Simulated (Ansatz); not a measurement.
# LiGeN (P6_3mc): the gap up the ladder of methods

What gap does each level of theory give for LiGeN (P6_3mc), and in what time?

Calculated with Ansatz 0.2.0; density functionals, hybrids and G0W0, plane waves, PAW.

### Step 1. Starting point

The structure is hexagonal, space group P6_3mc (No. 186). The conventional cell has a = 3.012 Å, b = 3.012 Å, c = 9.419 Å, α = 90.00°, β = 90.00°, γ = 120.00°. Nearest to Li lie 3 N at 2.18 Å. Nearest to Ge lie 3 N at 2.00 Å. Nearest to N lie 3 Ge at 2.00 Å and 3 Li at 2.18 Å. Farther neighbours and most contacts between anions are not listed.

The cell and positions are those that the Materials Project relaxed with its own functionals (PBE, PBE+U or r2SCAN), kept fixed. At the settings of the band run the largest force is still 0.08 eV/Å.

The logs state that the PAW files were generated under PBE.

### Step 2. LDA on the 12×12×4 mesh

This step: DFT, LDA, plane waves, PAW; PAW set soft_1.

Contents of input.yaml:

```yaml
crystal:
  lattice:
    - [3.0124085355, 0.0, 0.0]
    - [-1.5062042677, 2.6088223183, 0.0]
    - [0.0, 0.0, 9.419459]
  atoms:
    - { symbol: Li, position: [0.66666667, 0.33333333, 0.743392] }
    - { symbol: Li, position: [0.33333333, 0.66666667, 0.243392] }
    - { symbol: Ge, position: [0.0, 0.0, 0.498023] }
    - { symbol: Ge, position: [0.0, 0.0, 0.998023] }
    - { symbol: "N", position: [0.33333333, 0.66666667, 0.603223] }
    - { symbol: "N", position: [0.66666667, 0.33333333, 0.103223] }
kpoints:
  mp_grid: { grid: [12, 12, 4] }
  band_path:
    path:
      - [0.0, 0.0, 0.0]
      - [0.5, 0.0, 0.0]
      - [0.33333333, 0.33333333, 0.0]
      - [0.0, 0.0, 0.5]
      - [0.5, 0.0, 0.5]
      - [0.33333333, 0.33333333, 0.5]
      - [0.133333332, 0.133333332, 0.0]
      - [0.45, 0.0, 0.0]
    npoints: 1
hamiltonian:
  xc: lda
  pseudopotentials: { kind: paw, azcp: { folder: soft_1 }, xc_functional: pbe }
scf:
  occupations: { method: fixed }
  n_extra_bands: 6
output:
  eigenvalues: true
  forces: true
  stress: true
  write_density: true
  write_potential: true
  elf: true
  volumetric_format: npy
```

Command:

```console
> ansatz run input.yaml --threads 3 --pin off --max-ram 92160MiB --backend cuda --events-out ev --progress --plain --runs-dir out --devices 1 --max-vram 13GiB
```

Numbers of over 12 decimals in the logs are rounded to 6 here.

Output:

```text
scf.n_extra_bands = 6 over 22 filled bands (N_el = 44.0): the run solves 28 bands
GPUs: using 1 of 1 available (devices: 1).
Engine: ansatz 0.2.0, x86_64-unknown-linux-gnu
Pseudopotentials: kind: paw
Pseudopotential: Li, paw, valence charge 3, recommended cutoff 420 eV (normal), soft_1/Li.paw.azcp
Pseudopotential: Ge, paw, valence charge 14, recommended cutoff 420 eV (normal), soft_1/Ge.paw.azcp
Pseudopotential: N, paw, valence charge 5, recommended cutoff 420 eV (normal), soft_1/N.paw.azcp
Functional definition: SPW92
  exchange = slater_x
  correlation = pw_c
device memory: the entry about to start is reckoned to put 2.3 GiB on a device that reports 52.6 GiB free (of which the cap on the GPU budget leaves the run 13.0 GiB)
GPU FFT provider: cuFFT
GPU libraries: cuBLAS 13.8.2, cuFFT 12.4.0, cuSOLVER 12.3.4
Crystal: 6 atoms, lattice volume = 74.026 Å³
Basis set: ecut = 420 eV, 1399 PW (Γ)
Bands: 28, of which v1, the nominal top of the filled ones, is band 22 counted from 1 (21 counted from 0)
Symmetry: 12 space group operations
Space group: P63mc (ITA 186), of the structure as read, at distance tolerance 4.2e-5 Å
k-points: 57 of 576 (time reversal used)
Non-local potential: Li, projectors of the file, l = 0: 3, l = 1: 2, l = 2: 1
Non-local potential: Ge, projectors of the file, l = 0: 2, l = 1: 2, l = 2: 3, l = 3: 1
Non-local potential: N, projectors of the file, l = 0: 2, l = 1: 2, l = 2: 1
PAW form: soft (Blöchl's): semilocal exchange-correlation on the pseudo side does not see the compensation charge
PAW frozen core: Ge, regenerated for the run's functional, and the local potential with it (the file was generated under x = pbe(κ = 0.804, μ = 0.219515), c = pbe(β = 0.066725))
PAW frozen core: N, regenerated for the run's functional, and the local potential with it (the file was generated under x = pbe(κ = 0.804, μ = 0.219515), c = pbe(β = 0.066725))
PAW one-centre angular grid: Li, 110 points (default); XC on 64 Gauss nodes
PAW one-centre angular grid: Ge, 590 points (default); XC on 64 Gauss nodes
PAW one-centre angular grid: N, 110 points (default); XC on 64 Gauss nodes
Initial density: superposition of atomic densities (chi_scale 0.1, normalization cell, long waves kept (reshape's long-wave potential 0.12 eV rms))
Initial wavefunctions: pseudopotential atomic-orbital guess
GPU buffer pool allocated for 36864 grid points (all kernels)
GPU transforms: local potential and band sums: pruned to the plane-wave sphere, on 24×24×64
Functional: x = slater, c = lda
SCF iter   1: F=—  HF=-9585.681613 eV  |F-HF|=—  |Δ(HF+E_count)|=         —  Δρ=6.20e-2  dr2=2.48e0  ethr=3.10e-3  ⟨swp⟩=4.0  Hψ=5275  notcnv=0  defer=153
preconditioner: auto → Resta (q_TF=auto, 2.502 Å⁻¹)  ε∞=2.8  [insulator: Δε(μ)=1.771 eV  Ē_g=20.362 eV  n_scr=24 (ndim 8)  ℏωp=27.3 eV  f_vac=0.000  ε∞_Penn≈2.8]
SCF iter   2: F=—  HF=-9585.038377 eV  |F-HF|=—  |Δ(HF+E_count)|=   6.43e-1  Δρ=3.12e-2  dr2=5.00e-1  ethr=3.10e-3  ⟨swp⟩=2.0  Hψ=2558  notcnv=0  defer=220
SCF iter   3: F=—  HF=-9584.914662 eV  |F-HF|=—  |Δ(HF+E_count)|=   1.24e-1  Δρ=1.28e-2  dr2=1.11e-1  ethr=1.14e-3  ⟨swp⟩=2.0  Hψ=1964  notcnv=0  defer=225
SCF iter   4: F=—  HF=-9584.887692 eV  |F-HF|=—  |Δ(HF+E_count)|=   2.70e-2  Δρ=2.43e-3  dr2=3.17e-3  ethr=2.53e-4  ⟨swp⟩=2.8  Hψ=2973  notcnv=0  defer=228
SCF iter   5: F=—  HF=-9584.887856 eV  |F-HF|=—  |Δ(HF+E_count)|=   1.63e-4  Δρ=8.79e-4  dr2=3.35e-4  ethr=7.19e-6  ⟨swp⟩=2.0  Hψ=2736  notcnv=0  defer=228
SCF iter   6: F=—  HF=-9584.887590 eV  |F-HF|=—  |Δ(HF+E_count)|=   2.66e-4  Δρ=1.72e-4  dr2=1.33e-5  ethr=7.62e-7  ⟨swp⟩=2.1  Hψ=2684  notcnv=0  defer=227
SCF iter   7: F=—  HF=-9584.887645 eV  |F-HF|=—  |Δ(HF+E_count)|=   5.60e-5  Δρ=4.36e-5  dr2=7.63e-7  ethr=3.02e-8  ⟨swp⟩=2.3  Hψ=2635  notcnv=0  defer=118
SCF iter   8: F=-9584.887646 eV  HF=-9584.887646 eV  |F-HF|=3.78e-9  |Δ(HF+E_count)|=   3.81e-7  Δρ=4.76e-6  dr2=1.55e-8  ethr=2.27e-10  ⟨swp⟩=12.4  Hψ=10844  notcnv=0
SCF 1 converged in 8 iterations: F = -9584.887646 eV  dr2 = 1.55e-8
[...]
device memory: the entry about to start is reckoned to put 1.2 GiB on a device that reports 52.0 GiB free (of which the cap on the GPU budget leaves the run 13.0 GiB)
NSCF: frozen V_eff on 8 k-points
SCF converged after 8 iterations
Free energy (F): -9584.887646 eV
Harris-Foulkes:  -9584.887646 eV  (|F-HF|=3.78e-9)
Internal energy: -9584.887646 eV  (E = F + TS)
E sigma→0 (E₀):  -9584.887646 eV
Fermi energy:    7.289548 eV
--- Per-component energies (eV) ---
  E_band       = -456.421455
  E_kinetic    = 473.999350
  E_local      = -5450.579496  (includes V_loc(G=0)·N_el)
  E_nonlocal   = 477.254976
  E_hartree    = 2506.633692
  E_xc         = -278.568984
  E_vxc        = -304.722106  (∫ρ·V_xc dr)
  E_paw        = -4149.606980  (= ΣΔE_a)
  E_vpaw       = -665.642350  (= ΣTr[D̂ρ^β])
  E_aug_tail   = 0.002246  (compensation charges beyond the density's cutoff)
  E_ewald      = -3167.999191
  E_core_change = 3.976741  (= ΣΔE_core)
  E_smearing   = -0.000000  (= −TS)
  E_closure    = 0.000000  (closes the sum)
  Σ components = -9584.887646   (vs F -9584.887646, Δ=0.00e0)
--- Forces (eV/Å), atoms counted from 1 ---
  atom   1  Li     0.00000000    -0.00000000    -0.18839930
  atom   2  Li    -0.00000000     0.00000000    -0.18839930
  atom   3  Ge     0.00000000    -0.00000000     0.47997207
  atom   4  Ge    -0.00000000     0.00000000     0.47997207
  atom   5  N     -0.00000000     0.00000000    -0.29157626
  atom   6  N      0.00000000    -0.00000000    -0.29157626
  max |Σ_I F_I| component: 6.97e-6 eV/Å
--- Stress (GPa, compression-positive) ---
       -6.763166      -0.000000      -0.000000
       -0.000000      -6.763166      -0.000000
        0.000000      -0.000000      -5.320850
  P = ⅓ Tr σ = -6.2824 GPa (-62.824 kbar)
--- Band table (eV; the first three rows and the last of 57) ---
  k-point 0: bands = [... 18 lower, 6.1676, 6.1691, 6.1691, 6.9942, 9.8493, 10.7427, 14.3583, 14.8127, ... 2 higher]
  k-point 1: bands = [... 18 lower, 6.1678, 6.1688, 6.1688, 6.6183, 10.0709, 10.6682, 14.4257, 14.7477, ... 2 higher]
  k-point 2: bands = [... 18 lower, 6.1684, 6.1684, 6.1684, 6.1684, 10.4335, 10.4335, 14.5883, 14.5883, ... 2 higher]
  k-point 56: bands = [... 18 lower, 4.1804, 4.1804, 6.4659, 6.4659, 9.7058, 9.7058, 11.6802, 11.6802, ... 2 higher]
```

Run time: 7.9 s. Hardware: 1 × NVIDIA H100 80GB HBM3 (shared by 6 runs) with 3 threads of AMD EPYC 7R13 (Zen 3), shared host; peak memory 0.93 GiB; 6.6 s of CPU time.

The column dr2 measures how far the density is from self-consistency, as an energy; F and HF (Harris–Foulkes) agree once it is small.

Numbers from this step:

```yaml
pressure: -6.282 GPa
gap: 1.430 eV
valence_top_at: k = (0.133, 0.133, 0.000)
conduction_bottom_at: M
least_direct_gap: 2.402 eV
```

Over mesh and listed points the gap is 1.430 eV, from k = (0.133, 0.133, 0.000) to k = (0.500, 0.000, 0.000). The least direct gap found is 2.402 eV, at k = (0.450, 0.000, 0.000). On the 12×12×4 mesh alone the same run gives 1.433 eV, so that mesh misses an edge of LDA: 1.433 − 1.430 = +0.003 eV. The pressure in this cell is -6 GPa; the cell is kept.

### Step 3. PBEsol on the 12×12×4 mesh

This step: DFT, PBEsol, plane waves, PAW; PAW set soft_1.

Edit input.yaml of step 2 so:

```diff
@@ -26,3 +26,3 @@
 hamiltonian:
-  xc: lda
+  xc: pbesol
   pseudopotentials: { kind: paw, azcp: { folder: soft_1 }, xc_functional: pbe }
```

Output:

```text
[...]
GPUs: using 1 of 1 available (devices: 1).
[...]
GPU FFT provider: cuFFT
GPU libraries: cuBLAS 13.8.2, cuFFT 12.4.0, cuSOLVER 12.3.4
Crystal: 6 atoms, lattice volume = 74.026 Å³
Basis set: ecut = 420 eV, 1399 PW (Γ), exchange–correlation on 48×48×128 points (8 copies of the dense FFT grid, shifted against one another)
Bands: 28, of which v1, the nominal top of the filled ones, is band 22 counted from 1 (21 counted from 0)
Symmetry: 12 space group operations
[...]
k-points: 57 of 576 (time reversal used)
[...]
GPU buffer pool allocated for 36864 grid points (all kernels)
[...]
SCF iter   1: F=—  HF=-9672.983888 eV  |F-HF|=—  |Δ(HF+E_count)|=         —  Δρ=6.32e-2  dr2=2.48e0  ethr=3.10e-3  ⟨swp⟩=4.0  Hψ=5865  notcnv=0  defer=143
[...]
atom   1  Li     0.00000000    -0.00000000    -0.07196838
  atom   2  Li    -0.00000000     0.00000000    -0.07196838
  atom   3  Ge     0.00000000    -0.00000000     0.21184774
  atom   4  Ge    -0.00000000     0.00000000     0.21184774
  atom   5  N     -0.00000000     0.00000000    -0.13990060
  atom   6  N      0.00000000    -0.00000000    -0.13990060
  max |Σ_I F_I| component: 4.25e-5 eV/Å
--- Stress (GPa, compression-positive) ---
       -3.531095      -0.000000       0.000000
       -0.000000      -3.531095      -0.000000
       -0.000000      -0.000000      -2.253957
  P = ⅓ Tr σ = -3.1054 GPa (-31.054 kbar)
--- Band table (eV; the first three rows and the last of 57) ---
  k-point 0: bands = [... 18 lower, 6.3551, 6.3564, 6.3564, 7.1860, 9.9969, 10.9310, 14.5701, 15.0123, ... 2 higher]
  k-point 1: bands = [... 18 lower, 6.3553, 6.3561, 6.3561, 6.8021, 10.2290, 10.8528, 14.6353, 14.9487, ... 2 higher]
  k-point 2: bands = [... 18 lower, 6.3558, 6.3558, 6.3558, 6.3558, 10.6075, 10.6075, 14.7932, 14.7932, ... 2 higher]
  k-point 56: bands = [... 18 lower, 4.3505, 4.3505, 6.6901, 6.6901, 9.8693, 9.8693, 11.8764, 11.8764, ... 2 higher]
[key lines of the parts left out:]
SCF converged after 8 iterations
Free energy (F): -9672.246636 eV
Fermi energy:    7.481204 eV
```

It took 10 s on 1 × NVIDIA H100 80GB HBM3 (shared by 6 runs) with 3 threads; peak memory 0.95 GiB; 5.7 s of CPU time.

Numbers from this step:

| Property | Result |
| --- | --- |
| pressure | -3.105 GPa |
| gap | 1.415 eV |
| valence top at | k = (0.133, 0.133, 0.000) |
| conduction bottom at | M |
| least direct gap | 2.383 eV |

Over mesh and listed points the gap is 1.415 eV, from k = (0.133, 0.133, 0.000) to k = (0.500, 0.000, 0.000). The least direct gap found is 2.383 eV, at k = (0.450, 0.000, 0.000). On the 12×12×4 mesh alone the same run gives 1.418 eV, so that mesh misses an edge of PBEsol: 1.418 − 1.415 = +0.003 eV. PBEsol against LDA: 1.415 − 1.430 = −0.015 eV, with the same mesh, files and cutoff, and both edges at the same k points.

### Step 4. PBE on the 12×12×4 mesh

Levels along a band path and on the mesh show where this functional puts the band edges.

This step: DFT, PBE, plane waves, PAW; PAW set soft_1.

input.yaml, the sections that differ from step 3:

```yaml
kpoints:
  mp_grid: { grid: [12, 12, 4] }
  band_path:
    path:
      - [[0.0, 0.0, 0.0], [0.5, 0.0, 0.0], [0.33333333, 0.33333333, 0.0], [0.0, 0.0, 0.0], [0.0, 0.0, 0.5], [0.5, 0.0, 0.5], [0.33333333, 0.33333333, 0.5], [0.0, 0.0, 0.5]]
      - [[0.5, 0.0, 0.5], [0.5, 0.0, 0.0]]
      - [[0.33333333, 0.33333333, 0.5], [0.33333333, 0.33333333, 0.0]]
    npoints: 10
hamiltonian:
  xc: pbe
  pseudopotentials: { kind: paw, azcp: { folder: soft_1 } }
scf:
  occupations: { method: fermi_dirac, width: 0.02 }
  n_extra_bands: 6
# crystal, output: as in step 3
```

Output:

```text
[...]
GPUs: using 1 of 1 available (devices: 1).
[...]
GPU FFT provider: cuFFT
GPU libraries: cuBLAS 13.8.2, cuFFT 12.4.0, cuSOLVER 12.3.4
Crystal: 6 atoms, lattice volume = 74.026 Å³
Basis set: ecut = 420 eV, 1399 PW (Γ), exchange–correlation on 48×48×128 points (8 copies of the dense FFT grid, shifted against one another)
[...]
k-point 0: bands = [... 18 lower, 6.4754, 6.4767, 6.4767, 7.2960, 10.1441, 11.1026, 14.7696, 15.1752, ... 2 higher]
  k-point 1: bands = [... 18 lower, 6.4756, 6.4764, 6.4764, 6.9159, 10.3789, 11.0208, 14.8279, 15.1155, ... 2 higher]
  k-point 2: bands = [... 18 lower, 6.4761, 6.4761, 6.4761, 6.4761, 10.7663, 10.7663, 14.9713, 14.9713, ... 2 higher]
  k-point 56: bands = [... 18 lower, 4.4807, 4.4807, 6.8033, 6.8033, 10.0198, 10.0198, 12.0097, 12.0097, ... 2 higher]
[key lines of the parts left out:]
SCF converged after 8 iterations
Free energy (F): -9769.112652 eV
Fermi energy:    8.332112 eV
P = ⅓ Tr σ = 0.2583 GPa (2.583 kbar)
```

It took 6.9 s on 1 × NVIDIA H100 80GB HBM3 (shared by 6 runs) with 3 threads; peak memory 0.96 GiB.

Numbers from this step:

```yaml
pressure: 0.2583 GPa
gap: 1.458 eV
valence_top_at: k = (0.133, 0.133, 0.000)
conduction_bottom_at: M
least_direct_gap: 2.418 eV
```

Over mesh and path the gap is 1.458 eV, from k = (0.133, 0.133, 0.000) to k = (0.500, 0.000, 0.000). The least direct gap found is 2.418 eV, at k = (0.450, 0.000, 0.000). On the 12×12×4 mesh alone the same run gives 1.461 eV, so that mesh misses an edge of PBE: 1.461 − 1.458 = +0.003 eV. PBE against PBEsol: 1.458 − 1.415 = +0.043 eV, with the same mesh, files and cutoff, and both edges at the same k points.

### Step 5. PBE+SOC on the 12×12×4 mesh

This run has two-component orbitals with spin-orbit coupling.

This step: DFT, PBE with spin-orbit coupling, plane waves, PAW; PAW set soft_1.

Contents of input.yaml:

```yaml
crystal:
  lattice:
    - [3.0124085355, 0.0, 0.0]
    - [-1.5062042677, 2.6088223183, 0.0]
    - [0.0, 0.0, 9.419459]
  atoms:
    - { symbol: Li, position: [0.66666667, 0.33333333, 0.743392] }
    - { symbol: Li, position: [0.33333333, 0.66666667, 0.243392] }
    - { symbol: Ge, position: [0.0, 0.0, 0.498023] }
    - { symbol: Ge, position: [0.0, 0.0, 0.998023] }
    - { symbol: "N", position: [0.33333333, 0.66666667, 0.603223] }
    - { symbol: "N", position: [0.66666667, 0.33333333, 0.103223] }
kpoints:
  mp_grid: { grid: [12, 12, 4] }
  band_path:
    path:
      - [0.0, 0.0, 0.0]
      - [0.5, 0.0, 0.0]
      - [0.33333333, 0.33333333, 0.0]
      - [0.0, 0.0, 0.5]
      - [0.5, 0.0, 0.5]
      - [0.33333333, 0.33333333, 0.5]
      - [0.133333332, 0.133333332, 0.0]
      - [0.45, 0.0, 0.0]
    npoints: 1
hamiltonian:
  xc: pbe
  pseudopotentials: { kind: paw_fr, azcp: { folder: soft_1 } }
scf:
  occupations: { method: fixed }
  n_extra_bands: 12
magnetization:
  noncollinear: true
  spin_orbit: true
output:
  eigenvalues: true
  forces: true
  stress: true
```

Output:

```text
[...]
GPUs: using 1 of 1 available (devices: 1).
[...]
non-collinear run that drives no moment, with spin-orbit: no starting moment large enough to seed its density (crystal.atoms[].spin), no starting occupations that ask for one, no magnetisation constraint and no magnetic field, so the semilocal B_xc is pinned to zero
[...]
k-point 1: bands = [... 40 lower, 6.4891, 6.4891, 6.9158, 6.9158, 10.3778, 10.3778, 11.0192, 11.0192, ... 8 higher]
  k-point 2: bands = [... 40 lower, 6.4888, 6.4888, 6.4888, 6.4888, 10.7649, 10.7649, 10.7649, 10.7649, ... 8 higher]
  k-point 56: bands = [... 40 lower, 6.8015, 6.8015, 6.8039, 6.8039, 9.9976, 9.9976, 10.0415, 10.0415, ... 8 higher]
[key lines of the parts left out:]
SCF converged after 8 iterations
Magnetization: |M| = 0.0000 μB,  M = (+0.0000, +0.0000, +0.0000) μB
Free energy (F): -9769.307824 eV
Fermi energy:    7.587849 eV
P = ⅓ Tr σ = 0.2474 GPa (2.474 kbar)
```

Elapsed: 7.2 s, on 1 × NVIDIA H100 80GB HBM3 (shared by 6 runs) with 3 threads; peak memory 0.96 GiB.

This step gave:

```
pressure             : 0.2474 GPa
gap                  : 1.454 eV
valence top at       : k = (0.133, 0.133, 0.000)
conduction bottom at : M
least direct gap     : 2.395 eV
```

Over mesh and listed points the gap is 1.454 eV, from k = (0.133, 0.133, 0.000) to k = (0.500, 0.000, 0.000). The least direct gap found is 2.395 eV, at k = (0.450, 0.000, 0.000). PBE+SOC against PBE: 1.454 − 1.458 = −0.004 eV, with the same mesh, set of files (read in its fully relativistic form for the spin-orbit run) and cutoff, and both edges at the same k points. The spin-orbit run sees mesh and listed points alone, so its gap is an upper bound: the coupling can move an edge off these points, the more so as this crystal has no centre of inversion, and the change over the zone, its sign included where it is small, is not known.

### Step 6. r2SCAN on the 12×12×4 mesh

r2SCAN is a meta-GGA: it depends on the kinetic-energy density as well as on the density and its gradient.

This step: DFT, r2SCAN, plane waves, PAW; PAW set soft_1.

Edit input.yaml of step 5 so:

```diff
@@ -26,10 +26,7 @@
 hamiltonian:
-  xc: pbe
-  pseudopotentials: { kind: paw_fr, azcp: { folder: soft_1 } }
+  xc: r2scan
+  pseudopotentials: { kind: paw, azcp: { folder: soft_1 } }
 scf:
   occupations: { method: fixed }
-  n_extra_bands: 12
-magnetization:
-  noncollinear: true
-  spin_orbit: true
+  n_extra_bands: 6
 output:
```

Output:

```text
[...]
GPUs: using 1 of 1 available (devices: 1).
[...]
GPU FFT provider: cuFFT
GPU libraries: cuBLAS 13.8.2, cuFFT 12.4.0, cuSOLVER 12.3.4
Crystal: 6 atoms, lattice volume = 74.026 Å³
Basis set: ecut = 500 eV, 1907 PW (Γ), exchange–correlation on 96×96×288 points (64 copies of the dense FFT grid, shifted against one another)
[...]
k-point 0: bands = [... 18 lower, 6.2327, 6.2329, 6.2329, 7.1058, 10.4521, 11.4509, 15.2559, 15.7354, ... 2 higher]
  k-point 1: bands = [... 18 lower, 6.2327, 6.2328, 6.2328, 6.7305, 10.6867, 11.3621, 15.3243, 15.6644, ... 2 higher]
  k-point 2: bands = [... 18 lower, 6.2328, 6.2328, 6.2328, 6.2328, 11.0894, 11.0894, 15.4931, 15.4931, ... 2 higher]
  k-point 56: bands = [... 18 lower, 4.1528, 4.1528, 6.5942, 6.5942, 10.1434, 10.1434, 12.2842, 12.2842, ... 2 higher]
[key lines of the parts left out:]
SCF converged after 8 iterations
Free energy (F): -9787.914127 eV
Fermi energy:    7.378584 eV
P = ⅓ Tr σ = -2.9120 GPa (-29.120 kbar)
```

Elapsed: 9.5 s, on 1 × NVIDIA H100 80GB HBM3 (shared by 6 runs) with 3 threads; peak memory 1 GiB; 10 s of CPU time.

This step gave:

* pressure: -2.912 GPa
* gap: 1.778 eV
* valence top at: k = (0.133, 0.133, 0.000)
* conduction bottom at: M
* least direct gap: 2.764 eV

Over mesh and listed points the gap is 1.778 eV, from k = (0.133, 0.133, 0.000) to k = (0.500, 0.000, 0.000). The least direct gap found is 2.764 eV, at k = (0.450, 0.000, 0.000). On the 12×12×4 mesh alone the same run gives 1.783 eV, so that mesh misses an edge of r2SCAN: 1.783 − 1.778 = +0.005 eV. r2SCAN against PBE: 1.778 − 1.458 = +0.320 eV. The runs also differ in plane-wave cutoff (420 eV and 500 eV), so how much of this comes from the functional alone is not known.

[end of part 1 of 3]

[Paths, hosts, dates, memory and timing lines, banners, echoed tables and standing remarks are left out of the program output.]

[Logs are printed without paths, hosts, clocks, repeated set-up lines and the standing remarks that a program may print on its own settings, such as how far it seeks lower states.]

[Runs of the session that timed out or met a known fault of the program may be left out.]

[Cells called generated may have been cut or substituted from an entry of the Crystallography Open Database or the Materials Project.]

[Hosts, paths, dates, database ids (printed as entryN), source tags and the programs' standing remarks are cut or masked in the printed files.]

[Where an RPA ε∞ is given, it is that of the G0W0 mesh and is not shown converged in it. Names of k-points follow the symmetry that the program found, which can be lower than the space group named. Band edges on a path are those of the sampled points; other points can move an edge, and change direct to indirect where valleys lie close.]

[Hybrid gaps are those of their k-mesh and are not shown converged in it.]
